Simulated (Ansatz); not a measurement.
# Random cubic perovskite alloy of BaHfO3 and BaTiO3 (135 atoms) under strain, part 3 of 3

How stiff is random cubic perovskite alloy of BaHfO3 and BaTiO3 (135 atoms), and how do its levels respond to strain?

Ansatz 0.2.0; Kohn-Sham DFT, PBE, PAW (set soft_2), plane waves.

The cell: 27 Ba, 18 Hf, 81 O and 9 Ti. Sampling is at Γ alone. No spin–orbit coupling is included.

So far. Step 9 (Volume -10 %): The relaxation converged after 5 steps, 1.14 eV below its start, with a largest force component of 0.036 eV/Å. Step 9 (Volume -10 %): Volume -10 %: the energy stands 10.2 eV above that of the reference, at a pressure of 18.9 GPa.

## Step 10: Stretched by 1 % along x

The relaxed cell is strained along x alone, which gives the stiffness along x and its coupling to y and z.

input.yaml reads:

```yaml
crystal:
  lattice:
    - [12.72917, -0.00811, 2.0e-05]
    - [-0.00819, 12.3965, -0.00134]
    - [2.0e-05, -0.00134, 12.43197]
  atoms:
    [... the 135 atom lines of step 4 ...]
kpoints:
  mp_grid: { grid: [1, 1, 1] }
hamiltonian:
  xc: pbe
scf:
  occupations: { method: fixed }
output:
  forces: true
  eigenvalues: true
  stress: true
relax:
  f_tol: 0.05
  max_steps: 70
```

On the command line:

```console
$ ansatz run input.yaml --threads 8 --pin off --max-ram 15872MiB --backend cpu --events-out ev --progress --plain --runs-dir out
```

Numbers of over 12 decimals in the logs are rounded to 6 here.

The program printed:

```text
[...]
Crystal: 135 atoms, lattice volume = 1961.729 Å³
Basis set: ecut = 420 eV, 38395 PW (Γ), exchange–correlation on 180×180×180 points (8 copies of the dense FFT grid, shifted against one another)
Bands: 801, of which v1, the nominal top of the filled ones, is band 666 counted from 1 (665 counted from 0)
Symmetry: 1 space group operations
[...]
k-points: 1
[...]
SCF iter   1: F=—  HF=-512317.520256 eV  |F-HF|=—  |Δ(HF+E_count)|=         —  Δρ=1.67e-3  dr2=8.98e-2  ethr=1.77e-3  ⟨swp⟩=5.0  Hψ=2472  notcnv=0  defer=127
[...]
SCF iter   6: F=-512317.520623 eV  HF=-512317.520630 eV  |F-HF|=6.61e-6  |Δ(HF+E_count)|=   6.89e-6  Δρ=3.94e-5  dr2=3.17e-5  ethr=4.69e-9  ⟨swp⟩=16.0  Hψ=5145  notcnv=0
SCF 1 converged in 6 iterations: F = -512317.520623 eV  dr2 = 3.17e-5
[...]
relax step   1: F+E_penalty+E_count = -512317.52062327 eV  Δ(F+E_penalty+E_count) = +0.000e0 eV  max|allowed force component| = 2.960e-1 eV/Å  Δτ_max = 0.0000 Å  (6 SCF iters, dr2 threshold 6.25e-5 eV, accepted)
[...]
relax step   2: F+E_penalty+E_count = -512317.53021066 eV  Δ(F+E_penalty+E_count) = -9.587e-3 eV  max|allowed force component| = 3.067e-1 eV/Å  Δτ_max = 0.0279 Å  (7 SCF iters, dr2 threshold 5.47e-6 eV, accepted)
[...]
relax step   3: F+E_penalty+E_count = -512317.55793910 eV  Δ(F+E_penalty+E_count) = -2.773e-2 eV  max|allowed force component| = 2.293e-1 eV/Å  Δτ_max = 0.0136 Å  (6 SCF iters, dr2 threshold 5.88e-6 eV, accepted)
relax step   4: F+E_penalty+E_count = -512317.59363287 eV  Δ(F+E_penalty+E_count) = -3.569e-2 eV  max|allowed force component| = 3.231e-2 eV/Å  Δτ_max = 0.0243 Å  (6 SCF iters, dr2 threshold 2.94e-5 eV, accepted)
[...]
relax step   5: F+E_penalty+E_count = -512317.59363735 eV  Δ(F+E_penalty+E_count) = -4.478e-6 eV  max|allowed force component| = 3.252e-2 eV/Å  Δτ_max = 0.0000 Å  (5 SCF iters, accepted)
SCF converged after 5 iterations
Free energy (F): -512317.593637 eV
[...]
Internal energy: -512317.593637 eV  (E = F + TS)
E sigma→0 (E₀):  -512317.593637 eV
Fermi energy:    10.474211 eV
[...]
--- Forces (eV/Å), atoms counted from 1 ---
  atom   1  Ba     0.00616996     0.00199343    -0.00280629
  atom   2  Hf    -0.00764767    -0.00783409    -0.00674636
  atom   3  O     -0.00540598     0.00114980     0.00035126
  atom   4  O      0.00809498    -0.00136892    -0.00149011
  atom   5  O     -0.00545199     0.00275674     0.00074763
  atom   6  Ba     0.00337799     0.00259988     0.00366146
  atom   7  Ti    -0.02530062    -0.00175784    -0.00007683
  atom   8  O      0.00406031     0.00281127     0.01257862
  atom   9  O      0.02319226    -0.00038335     0.00104190
  atom  10  O     -0.00331444     0.01547580    -0.00067928
  atom  11  Ba     0.00332425     0.00452051    -0.00312387
  atom  12  Hf    -0.00115382    -0.00433465     0.01287015
  atom  13  O      0.00040618    -0.00051095    -0.01329740
  atom  14  O     -0.00351246     0.00291819    -0.00212819
[...]
atom 134  O     -0.00585503    -0.00673295     0.00351267
  atom 135  O     -0.00071646    -0.00417696     0.00042216
  max |Σ_I F_I| component: 2.61e-4 eV/Å
--- Stress (GPa, compression-positive) ---
       -1.513951      -0.005503       0.007351
       -0.005503      -0.900877       0.000946
        0.007351       0.000946      -0.845868
  P = ⅓ Tr σ = -1.0869 GPa (-10.869 kbar)
--- Band table (eV) ---
[...]
--- Relaxed structure (5 steps of the walk, 5 accepted, 0 SCFs on fresh bases) ---
  F+E_penalty+E_count = -512317.59363735 eV   max|allowed force component| = 3.252e-2 eV/Å
  atoms:
    - { symbol: Ba, position: [0.997244, 0.00103004, 0.997688] }
    - { symbol: Hf, position: [0.163527, 0.170914, 0.167980] }
    - { symbol: O, position: [0.168549, 0.160658, 0.00113285] }
    - { symbol: O, position: [0.00211024, 0.164691, 0.171346] }
[...]
- { symbol: O, position: [0.838641, 0.660473, 0.831921] }
```

Wall time 3.5 min (8 threads of Arm Neoverse V1, shared host); peak memory 4 GiB; 27 min of CPU time.

The relaxation converged after 5 steps, 0.0730 eV below its start, with a largest force component of 0.033 eV/Å.

Stretched by 1 % along x: the energy stands 0.0876 eV above that of the reference, at a pressure of -1.09 GPa.

## Step 11: Compressed by 1 % along x

The relaxed cell is strained along x alone, which gives the stiffness along x and its coupling to y and z.

input.yaml, the sections that differ from step 10:

```yaml
crystal:
  lattice:
    - [12.47711, -0.00811, 2.0e-05]
    - [-0.00803, 12.3965, -0.00134]
    - [2.0e-05, -0.00134, 12.43197]
  atoms:
    [... the 135 atom lines of step 4 ...]
# kpoints, hamiltonian, scf, output, relax: as in step 10
```

The program printed:

```text
[...]
Crystal: 135 atoms, lattice volume = 1922.883 Å³
Basis set: ecut = 420 eV, 37587 PW (Γ), exchange–correlation on 180×180×180 points (8 copies of the dense FFT grid, shifted against one another)
Bands: 801, of which v1, the nominal top of the filled ones, is band 666 counted from 1 (665 counted from 0)
Symmetry: 1 space group operations
[...]
k-points: 1
[...]
SCF iter   1: F=—  HF=-512317.491777 eV  |F-HF|=—  |Δ(HF+E_count)|=         —  Δρ=1.68e-3  dr2=8.63e-2  ethr=1.77e-3  ⟨swp⟩=5.0  Hψ=2470  notcnv=0  defer=128
[...]
SCF iter   5: F=—  HF=-512317.491050 eV  |F-HF|=—  |Δ(HF+E_count)|=   1.30e-5  Δρ=7.62e-5  dr2=1.46e-4  ethr=1.38e-7  ⟨swp⟩=2.0  Hψ=1136  notcnv=0  defer=133
SCF iter   6: F=-512317.491040 eV  HF=-512317.491046 eV  |F-HF|=5.80e-6  |Δ(HF+E_count)|=   4.43e-6  Δρ=3.69e-5  dr2=2.61e-5  ethr=4.69e-9  ⟨swp⟩=16.0  Hψ=5683  notcnv=0
SCF 1 converged in 6 iterations: F = -512317.491040 eV  dr2 = 2.61e-5
[...]
relax step   1: F+E_penalty+E_count = -512317.49103983 eV  Δ(F+E_penalty+E_count) = +0.000e0 eV  max|allowed force component| = 3.326e-1 eV/Å  Δτ_max = 0.0000 Å  (6 SCF iters, dr2 threshold 6.25e-5 eV, accepted)
[...]
relax step   2: F+E_penalty+E_count = -512317.49817982 eV  Δ(F+E_penalty+E_count) = -7.140e-3 eV  max|allowed force component| = 3.158e-1 eV/Å  Δτ_max = 0.0293 Å  (7 SCF iters, dr2 threshold 6.91e-6 eV, accepted)
[...]
relax step   3: F+E_penalty+E_count = -512317.52707780 eV  Δ(F+E_penalty+E_count) = -2.890e-2 eV  max|allowed force component| = 2.355e-1 eV/Å  Δτ_max = 0.0158 Å  (6 SCF iters, dr2 threshold 6.23e-6 eV, accepted)
relax step   4: F+E_penalty+E_count = -512317.56325264 eV  Δ(F+E_penalty+E_count) = -3.617e-2 eV  max|allowed force component| = 3.061e-2 eV/Å  Δτ_max = 0.0293 Å  (6 SCF iters, dr2 threshold 3.08e-5 eV, accepted)
[...]
relax step   5: F+E_penalty+E_count = -512317.56325857 eV  Δ(F+E_penalty+E_count) = -5.938e-6 eV  max|allowed force component| = 3.039e-2 eV/Å  Δτ_max = 0.0000 Å  (5 SCF iters, accepted)
SCF converged after 5 iterations
Free energy (F): -512317.563259 eV
[...]
Internal energy: -512317.563259 eV  (E = F + TS)
E sigma→0 (E₀):  -512317.563259 eV
Fermi energy:    10.741743 eV
[...]
Σ components = -512317.563259   (vs F -512317.563259, Δ=0.00e0)
--- Forces (eV/Å), atoms counted from 1 ---
  atom   1  Ba    -0.00643693     0.00051059     0.00156911
  atom   2  Hf     0.00262599     0.01475988     0.00632277
  atom   3  O     -0.00157152     0.00395363     0.00051546
  atom   4  O     -0.00842286    -0.00100309    -0.00235801
[...]
atom 135  O      0.00681299     0.00211791    -0.00305036
  max |Σ_I F_I| component: 1.00e-4 eV/Å
--- Stress (GPa, compression-positive) ---
        1.842271       0.012846      -0.006008
        0.012846       0.998517      -0.002534
       -0.006008      -0.002534       0.924886
  P = ⅓ Tr σ = 1.2552 GPa (12.552 kbar)
--- Band table (eV) ---
[...]
--- Relaxed structure (5 steps of the walk, 5 accepted, 0 SCFs on fresh bases) ---
  F+E_penalty+E_count = -512317.56325857 eV   max|allowed force component| = 3.039e-2 eV/Å
  atoms:
    - { symbol: Ba, position: [0.999600, -0.000126935, 0.997640] }
    - { symbol: Hf, position: [0.165176, 0.171602, 0.167502] }
    - { symbol: O, position: [0.167516, 0.160767, 0.000946495] }
    - { symbol: O, position: [0.00125673, 0.162753, 0.171555] }
[...]
- { symbol: O, position: [0.837519, 0.660755, 0.831972] }
```

Wall time 3.4 min (8 threads); peak memory 4 GiB; 26 min of CPU time.

The relaxation converged after 5 steps, 0.0722 eV below its start, with a largest force component of 0.030 eV/Å.

Compressed by 1 % along x: the energy stands 0.118 eV above that of the reference, at a pressure of 1.26 GPa.

## Step 12: Sheared by 2 % in xy

A shear of the relaxed cell gives the modulus that volume changes can't reach.

input.yaml, the sections that differ from step 11:

```yaml
crystal:
  lattice:
    - [12.60306, 0.11792, 2.0e-05]
    - [0.11586, 12.39642, -0.00134]
    - [1.0e-05, -0.00134, 12.43197]
  atoms:
    [... the 135 atom lines of step 4 ...]
# kpoints, hamiltonian, scf, output, relax: as in step 11
```

The program printed:

```text
[...]
Crystal: 135 atoms, lattice volume = 1942.112 Å³
Basis set: ecut = 420 eV, 37967 PW (Γ), exchange–correlation on 180×180×180 points (8 copies of the dense FFT grid, shifted against one another)
Bands: 801, of which v1, the nominal top of the filled ones, is band 666 counted from 1 (665 counted from 0)
Symmetry: 1 space group operations
[...]
k-points: 1
[...]
SCF iter   1: F=—  HF=-512317.451265 eV  |F-HF|=—  |Δ(HF+E_count)|=         —  Δρ=1.67e-3  dr2=8.75e-2  ethr=1.77e-3  ⟨swp⟩=5.0  Hψ=2472  notcnv=0  defer=127
[...]
SCF iter   5: F=—  HF=-512317.449730 eV  |F-HF|=—  |Δ(HF+E_count)|=   4.13e-5  Δρ=7.75e-5  dr2=1.45e-4  ethr=1.33e-7  ⟨swp⟩=2.0  Hψ=1139  notcnv=0  defer=133
SCF iter   6: F=-512317.449720 eV  HF=-512317.449725 eV  |F-HF|=5.26e-6  |Δ(HF+E_count)|=   5.13e-6  Δρ=3.83e-5  dr2=2.79e-5  ethr=4.69e-9  ⟨swp⟩=14.0  Hψ=5286  notcnv=0
SCF 1 converged in 6 iterations: F = -512317.449720 eV  dr2 = 2.79e-5
[...]
relax step   1: F+E_penalty+E_count = -512317.44971968 eV  Δ(F+E_penalty+E_count) = +0.000e0 eV  max|allowed force component| = 6.137e-2 eV/Å  Δτ_max = 0.0000 Å  (6 SCF iters, dr2 threshold 6.25e-5 eV, accepted)
[...]
relax step   2: F+E_penalty+E_count = -512317.43101359 eV  Δ(F+E_penalty+E_count) = +1.871e-2 eV  max|allowed force component| = 2.046e-1 eV/Å  Δτ_max = 0.0383 Å  (10 SCF iters, rejected (line search))
[...]
relax step   3: F+E_penalty+E_count = -512317.45521598 eV  Δ(F+E_penalty+E_count) = -5.496e-3 eV  max|allowed force component| = 3.729e-2 eV/Å  Δτ_max = 0.0101 Å  (9 SCF iters, accepted)
SCF converged after 9 iterations
Free energy (F): -512317.455216 eV
[...]
Internal energy: -512317.455216 eV  (E = F + TS)
E sigma→0 (E₀):  -512317.455216 eV
Fermi energy:    10.606552 eV
[...]
Σ components = -512317.455216   (vs F -512317.455216, Δ=0.00e0)
--- Forces (eV/Å), atoms counted from 1 ---
  atom   1  Ba     0.00017599    -0.00638304     0.00062752
  atom   2  Hf    -0.01272857    -0.02368752    -0.00096405
  atom   3  O      0.00004472     0.00707577    -0.00071938
  atom   4  O      0.00330559     0.00370597     0.00399220
[...]
atom 135  O      0.00043517     0.01760131     0.00032425
  max |Σ_I F_I| component: 9.47e-5 eV/Å
--- Stress (GPa, compression-positive) ---
        0.030651      -1.829744      -0.000612
       -1.829744       0.007897       0.001821
       -0.000612       0.001821       0.041873
  P = ⅓ Tr σ = 0.0268 GPa (0.268 kbar)
--- Band table (eV) ---
[...]
--- Relaxed structure (3 steps of the walk, 2 accepted, 0 SCFs on fresh bases) ---
  F+E_penalty+E_count = -512317.45521598 eV   max|allowed force component| = 3.729e-2 eV/Å
  atoms:
    - { symbol: Ba, position: [0.998727, 0.000187872, 0.997535] }
    - { symbol: Hf, position: [0.164398, 0.171227, 0.167779] }
    - { symbol: O, position: [0.167664, 0.160807, 0.00105011] }
    - { symbol: O, position: [0.00161023, 0.163826, 0.171380] }
[...]
- { symbol: O, position: [0.837826, 0.660565, 0.831927] }
```

Wall time 2.4 min (8 threads); peak memory 4 GiB; 19 min of CPU time.

The relaxation converged after 3 steps, 0.00550 eV below its start, with a largest force component of 0.037 eV/Å.

Sheared by 2 % in xy: the energy stands 0.226 eV above that of the reference, at a pressure of 0.0268 GPa.

## Step 13: Pressure against volume

Atoms are relaxed at each volume, in the scaled cell.

| volume change (%) | volume (Å³/atom) | energy change (meV/atom) | pressure (GPa) | largest move on relaxing (Å) | bonds | gap (eV) |
| --- | --- | --- | --- | --- | --- | --- |
| -10 | 12.949 | 75.68 | 18.87 | 0.14 | 486 | 2.88 |
| -6 | 13.524 | 24.80 | 9.82 | 0.10 | 486 | 2.90 |
| -3 | 13.956 | 5.89 | 4.43 | 0.05 | 486 | 2.96 |
| +0 | 14.387 | 0.00 | 0.02 | - | 486 | 2.99 |
| +3 | 14.819 | 4.99 | -3.50 | 0.07 | 486 | 3.01 |
| +6 | 15.251 | 18.15 | -6.12 | 0.16 | 486 | 3.07 |

## Step 14: Uniaxial strain and shear

Stress (GPa, compression positive) less that of the relaxed cell, atoms relaxed:

| strain | xx | yy | zz | xy | energy change (meV/atom) |
| --- | --- | --- | --- | --- | --- |
| stretched by 1 % along x | -1.544 | -0.915 | -0.865 | -0.006 | 0.65 |
| compressed by 1 % along x | 1.812 | 0.984 | 0.905 | 0.013 | 0.87 |
| sheared by 2 % in xy | 0.000 | -0.006 | 0.022 | -1.830 | 1.67 |

## Step 15: Outcome

The bulk modulus, from the slope of pressure against ln V over the three points nearest the relaxed volume, is 132 GPa; a quadratic over all points gives a pressure derivative of about 6.9. The gap goes from 2.88 eV at the smallest volume to 3.07 eV at the largest, +1.1 eV per unit of ln V by a straight line, on the run's k-points. In the Cartesian axes of the cell, finite differences give C11 = 168, C12 = 95.0, C13 = 88.5 and C66 = 91.5 GPa (the shear of 2 % is the engineering strain, εxy = 0.01). The mean of C11, C12 and C13, which equals the bulk modulus in a cubic or isotropic solid, is 117 GPa: it lies 11 % under the bulk modulus from the volumes.

**Limits.** Strains are finite and relaxations stop at the force tolerance of the input, which can leave moduli too stiff; they are those of a static cell at zero temperature. Volumes are changed with the cell's shape held, so in an anisotropic solid the modulus lies over the one under free hydrostatic load. The program notes that the SCF threshold of the relaxations is loose for the stress. The host structure and its lattice constant were typed by rule, without a check against the phase diagram.

The DFT runs together took 38 min of wall time.

[Logs are printed without paths, hosts, clocks, repeated set-up lines and the standing remarks that a program may print on its own settings, such as how far it seeks lower states.]

[Hosts, paths, dates, database ids (printed as entryN), source tags and the programs' standing remarks are cut or masked in the printed files.]
